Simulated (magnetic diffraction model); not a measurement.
**SrCe3 below its ordering temperature**

Space group Pm-3m (no. 221), a = 5.3190 Å.

| site | atom | x | y | z |
| --- | --- | --- | --- | --- |
| 3c | Ce | 1/2 | 1/2 | 0 |
| 1a | Sr | 0 | 0 | 0 |

This is a made-up structure (elements placed in a structure type, unrelaxed), so the numbers test the method and describe no known phase.

Only Ce is taken to order (form factors of Ce3+); orders and moment sizes are assumed, and not adapted to the symmetry. Radiation: neutrons of λ = 1.594 Å, 5° to 75°; isotropic B of 0.47 Å² (Ce) and 0.81 Å² (Sr). The intensities are simulated: I ∝ L Σ (|F_N|² + |F_M⊥|²) for unpolarised neutrons, with F_M = 2.695 fm/μB × Σ f(s) S exp(2πi Q·r) exp(−B s²) at Q = H ± k (one set where k and −k are equivalent), only the part normal to Q counting and L = 1/(sin²θ cos θ). For collinear order S is the moment m, which repeats by lattice and centring translations R with the sign exp(−2πi k·R). Form factors are spin-only for 3d ions and dipole or tabulated for f ions, scattering lengths are Sears's of 1992, and absorption is left out. A label names one of the reflections at its angle. The strongest nuclear line in the range is 100, and lines under 0.2 are left out.

Above the ordering temperature:

```tsv
2θ (°)	index	I
17.23	(1 0 0)	2.3
24.47	(1 1 0)	2.2
30.08	(1 1 1)	100.0
34.88	(2 0 0)	56.4
39.15	(2 1 0)	1.7
43.06	(2 1 1)	1.4
50.15	(2 2 0)	57.0
53.43	(3 0 0)	1.1
56.57	(3 1 0)	0.8
59.60	(3 1 1)	83.9
62.54	(2 2 2)	25.8
65.40	(3 2 0)	0.6
68.20	(3 2 1)	1.1
73.65	(4 0 0)	14.8
```

Below it (cell unchanged):

```tsv
2θ (°)	I
17.23	41.7
24.47	24.3
30.08	103.1
34.88	58.0
39.15	18.3
43.06	18.0
50.15	58.2
53.43	10.7
56.57	6.2
59.60	85.5
62.54	26.2
65.40	5.8
68.20	8.6
73.65	15.1
```

**Question.** Find the propagation vector, then choose among these models:
A. collinear moments along [001], 1.9 μB on Ce; signs + at (1/2, 1/2, 0), − at (1/2, 0, 1/2), + at (0, 1/2, 1/2)
B. collinear moments along [100], 1.9 μB on Ce; signs + at (1/2, 1/2, 0), − at (1/2, 0, 1/2), + at (0, 1/2, 1/2)
C. collinear moments along [100], 1.9 μB on Ce; signs + at (1/2, 1/2, 0), + at (1/2, 0, 1/2), − at (0, 1/2, 1/2)
D. collinear moments along [001], 1.9 μB on Ce; signs + at (1/2, 1/2, 0), + at (1/2, 0, 1/2), − at (0, 1/2, 1/2)

No line moves, and magnetic intensity falls on nuclear lines such as the one at 17.23°, so the magnetic cell equals the chemical primitive cell: k = 0.

Magnetic intensity, observed (below minus above) and for each model:

| 2θ (°) | index | observed | A | B | C | D |
| --- | --- | --- | --- | --- | --- | --- |
| 17.23 | (1 0 0) | 39.4 | 39.4 | 39.4 | 7.9 | 39.4 |
| 24.47 | (1 1 0) | 22.1 | 22.1 | 22.1 | 36.9 | 22.1 |
| 39.15 | (2 1 0) | 16.6 | 16.6 | 16.6 | 20.5 | 16.6 |
| 43.06 | (2 1 1) | 16.6 | 16.6 | 16.6 | 8.9 | 16.6 |
| 53.43 | (3 0 0) | 9.6 | 9.6 | 9.6 | 10.3 | 9.6 |
| 56.57 | (3 1 0) | 5.5 | 5.5 | 5.5 | 9.1 | 5.5 |
| 65.40 | (3 2 0) | 5.2 | 5.2 | 5.2 | 2.7 | 5.2 |
| 68.20 | (3 2 1) | 7.5 | 7.5 | 7.5 | 8.1 | 7.5 |

Models A, B and D match alike on every line, so these data can't choose among them (such ties are often domains of one structure).

The structure used: k = (0 0 0), collinear moments along [001], 1.9 μB on Ce; signs + at (1/2, 1/2, 0), − at (1/2, 0, 1/2), + at (0, 1/2, 1/2).

[Logs are printed without paths, hosts, clocks, repeated set-up lines and the standing remarks that a program may print on its own settings, such as how far it seeks lower states.]
